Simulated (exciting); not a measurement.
**SrCl2: the Cl K edge from the Bethe–Salpeter equation**

Aim: the Cl K absorption edge of SrCl2 with the electron–hole interaction treated explicitly, and what each term of the kernel does.

Program: exciting sodium. Level of theory: X-ray absorption, core-level Bethe-Salpeter equation, exchange and statically screened direct term, Tamm-Dancoff, all-electron LAPW+lo PBE. Results are calculated unless marked as measured.

## (1) The structure

It takes space group Fm-3m (No. 225, cubic). Conventional cell: a = 6.977 Å, b = 6.977 Å, c = 6.977 Å, α = 90.00°, β = 90.00°, γ = 90.00°. Nearest to Sr lie 8 Cl at 3.02 Å. Nearest to Cl lie 4 Sr at 3.02 Å. Farther neighbours and most contacts between anions are not listed.

As a file:

```
Sr Cl
1.0
     0.00000    3.48835    3.48835
     3.48835    0.00000    3.48835
     3.48835    3.48835    0.00000
Sr Cl
1 2
Direct
  0.00000 0.00000 0.00000
  0.75000 0.75000 0.75000
  0.25000 0.25000 0.25000
```

Differences between curves are given as r.m.s. difference over r.m.s. height.

## (2) The self-consistent potential

The species files are the program's own, with muffin-tin radii set in the input.

Input file input.xml:

```
<input>
  <title>SrCl2</title>
  <structure speciespath="." autormt="false" epslat="1.0e-5">
    <crystal>
      <basevect>0.0000000000 6.5920261256 6.5920261256</basevect>
      <basevect>6.5920261256 0.0000000000 6.5920261256</basevect>
      <basevect>6.5920261256 6.5920261256 0.0000000000</basevect>
    </crystal>
    <species speciesfile="Sr.xml" rmt="2.464">
      <atom coord="0.0000000000 0.0000000000 0.0000000000"/>
    </species>
    <species speciesfile="Cl.xml" rmt="2.300">
      <atom coord="0.7500000000 0.7500000000 0.7500000000"/>
      <atom coord="0.2500000000 0.2500000000 0.2500000000"/>
    </species>
  </structure>
  <groundstate do="fromscratch" xctype="GGA_PBE" ngridk="3 3 3" rgkmax="7" gmaxvr="14" nempty="8" swidth="0.001" maxscl="100" epsengy="1e-5"/>
</input>
```

Run with:

```console
> OMP_NUM_THREADS=1 mpirun -n 4 exciting
```

Log:

```text
EXCITING SODIUM started
********************************************************************************
* Ground-state run starting from atomic densities                              *
********************************************************************************
+ Starting initialization                                                      +
 Lattice vectors (cartesian) :
      0.0000000000      6.5920261256      6.5920261256
      6.5920261256      0.0000000000      6.5920261256
      6.5920261256      6.5920261256      0.0000000000
 Reciprocal lattice vectors (cartesian) :
     -0.4765746667      0.4765746667      0.4765746667
      0.4765746667     -0.4765746667      0.4765746667
      0.4765746667      0.4765746667     -0.4765746667
 Unit cell volume                           :     572.9104650467
 Brillouin zone volume                      :       0.4329650592
 Species :    1 (Sr)
     parameters loaded from                 :    Sr.xml
     name                                   :    strontium
     nuclear charge                         :     -38.00000000
     electronic charge                      :      38.00000000
     atomic mass                            :  159721.48900000
     muffin-tin radius                      :       2.46400000
     # of radial points in muffin-tin       :     400
     atomic positions (lattice) :
       1 :   0.00000000  0.00000000  0.00000000
 Species :    2 (Cl)
     parameters loaded from                 :    Cl.xml
     name                                   :    chlorine
     nuclear charge                         :     -17.00000000
     electronic charge                      :      17.00000000
     atomic mass                            :   64626.31859000
     muffin-tin radius                      :       2.30000000
     # of radial points in muffin-tin       :     300
     atomic positions (lattice) :
       1 :   0.75000000  0.75000000  0.75000000
       2 :   0.25000000  0.25000000  0.25000000
 Total number of atoms per unit cell        :       3
 Spin treatment                             :    spin-unpolarised
 Number of Bravais lattice symmetries       :      48
 Number of crystal symmetries               :      48
 k-point grid                               :       3    3    3
 Total number of k-points                   :       4
 k-point set is reduced with crystal symmetries
 R^MT_min * |G+k|_max (rgkmax)              :       7.00000000
 Species with R^MT_min                      :       2 (Cl)
 Maximum |G+k| for APW functions            :       3.04347826
 Maximum |G| for potential and density      :      14.00000000
 G-vector grid sizes                        :      45    45    45
 Total number of G-vectors                  :   26469
 Maximum angular momentum used for
     APW functions                          :       8
     computing H and O matrix elements      :       8
     potential and density                  :       8
     inner part of muffin-tin               :       2
 Total nuclear charge                       :     -72.00000000
 Total electronic charge                    :      72.00000000
 Total core charge                          :      48.00000000
 Total valence charge                       :      24.00000000
 Number of empty states                     :       8
 Total number of valence states             :      21
 Maximum Hamiltonian size                   :     299
 Maximum number of plane-waves              :     283
 Total number of local-orbitals             :      16
 Exchange-correlation type                  :      20
     Perdew-Burke-Ernzerhof, Phys. Rev. Lett. 77, 3865 (1996)
     Generalised gradient approximation (GGA)
 Smearing scheme                            :    Gaussian
 Smearing width                             :       0.00100000
 Using multisecant Broyden potential mixing
+ Ending initialization                                                        +
********************************************************************************
* Groundstate module started                                                   *
********************************************************************************
 Output level for this task is set to normal
+ Self-consistent loop started                                                 +
 Density and potential initialised from atomic data
+ SCF iteration number :    1                                                  +
 Total energy                               :     -4106.47860008
 _______________________________________________________________
 Fermi energy                               :         0.09444201
 Kinetic energy                             :      4201.97185876
 Coulomb energy                             :     -8146.55141473
 Exchange energy                            :      -158.67340680
 Correlation energy                         :        -3.22563730
 DOS at Fermi energy (states/Ha/cell)       :         0.00000000
 Electron charges :
     core                                   :        48.00000000
     core leakage                           :         0.00007999
     valence                                :        24.00000000
     interstitial                           :         4.09443388
     charge in muffin-tin spheres :
                  atom     1    Sr          :        35.66433853
                  atom     2    Cl          :        16.12061380
                  atom     3    Cl          :        16.12061380
     total charge in muffin-tins            :        67.90556612
     total charge                           :        72.00000000
 Estimated fundamental gap                  :         0.22109744
        valence-band maximum at    4      0.6667  0.3333  0.0000
     conduction-band minimum at    1      0.0000  0.0000  0.0000
[... further iterations ...]
| Convergence targets achieved. Performing final SCF iteration                 +
 Total energy                               :     -4103.12700094
 _______________________________________________________________
 Fermi energy                               :         0.12156299
 Kinetic energy                             :      4203.08209758
 Coulomb energy                             :     -8144.49444504
 Exchange energy                            :      -158.48926488
 Correlation energy                         :        -3.22538861
 DOS at Fermi energy (states/Ha/cell)       :         0.00000000
 Electron charges :
     core                                   :        48.00000000
     core leakage                           :         0.00008009
     valence                                :        24.00000000
     interstitial                           :         4.32643169
     charge in muffin-tin spheres :
                  atom     1    Sr          :        35.71714560
                  atom     2    Cl          :        15.97821136
                  atom     3    Cl          :        15.97821136
     total charge in muffin-tins            :        67.67356831
     total charge                           :        72.00000000
 Estimated fundamental gap                  :         0.20570367
        valence-band maximum at    4      0.6667  0.3333  0.0000
     conduction-band minimum at    1      0.0000  0.0000  0.0000
+ Self-consistent loop stopped                                                 +
 STATE.OUT is written
********************************************************************************
* Groundstate module stopped                                                   *
********************************************************************************
 Total time spent (seconds)                 :        27.01
- CAUTION! Warnings have been written in file WARNING.OUT !                    -
| EXCITING SODIUM stopped                                                      =
```

Wall time 28 s (4 MPI ranks of Intel Xeon at 2.70GHz, shared host).

The warnings file holds hints only, no warning.

The mesh shows a gap of 5.60 eV. Core levels (Dirac, from the valence top):

```csv
atom,level,energy (eV)
Cl,1s1/2,-2742.0
Cl,2s1/2,-243.8
Cl,2p1/2,-183.8
Cl,2p3/2,-182.1
```

## (3) A richer basis for the empty states

Each species file gets more local orbitals, built from u and its energy derivative at 0.15 Ha and u at 0.9 Ha.

input.xml is that of step 2.

Input file SPECIES.xml, added lines:

```
<lo l="L">  <!-- L = 0, 1, 2 -->
  <wf matchingOrder="0" trialEnergy="0.1500" searchE="false"/>
  <wf matchingOrder="1" trialEnergy="0.1500" searchE="false"/>
  <wf matchingOrder="0" trialEnergy="0.9000" searchE="false"/>
</lo>
```

Run with:

```console
> OMP_NUM_THREADS=1 mpirun -n 4 exciting
```

Log:

```text
EXCITING SODIUM started
********************************************************************************
* Ground-state run starting from atomic densities                              *
********************************************************************************
+ Starting initialization                                                      +
[... lattice and species ...]
 Spin treatment                             :    spin-unpolarised
 Number of Bravais lattice symmetries       :      48
[...]
+ Self-consistent loop stopped                                                 +
 STATE.OUT is written
********************************************************************************
* Groundstate module stopped                                                   *
********************************************************************************
 Total time spent (seconds)                 :        31.42
- CAUTION! Warnings have been written in file WARNING.OUT !                    -
| EXCITING SODIUM stopped                                                      =
[key lines of the parts left out:]
Total energy                               :     -4103.12798714
Fermi energy                               :         0.12156608
```

The job ended after 33 s (4 MPI ranks).

Against the first ground state the total energy moves by -9 meV an atom and the gap by -0.06 eV.

[end of part 1 of 3]

[Banner, clock and machine lines of the logs are left out without a mark of their own.]

[Logs are printed without paths, hosts, clocks, repeated set-up lines and the standing remarks that a program may print on its own settings, such as how far it seeks lower states.]

[Hosts, paths, dates, database ids (printed as entryN), source tags and the programs' standing remarks are cut or masked in the printed files.]
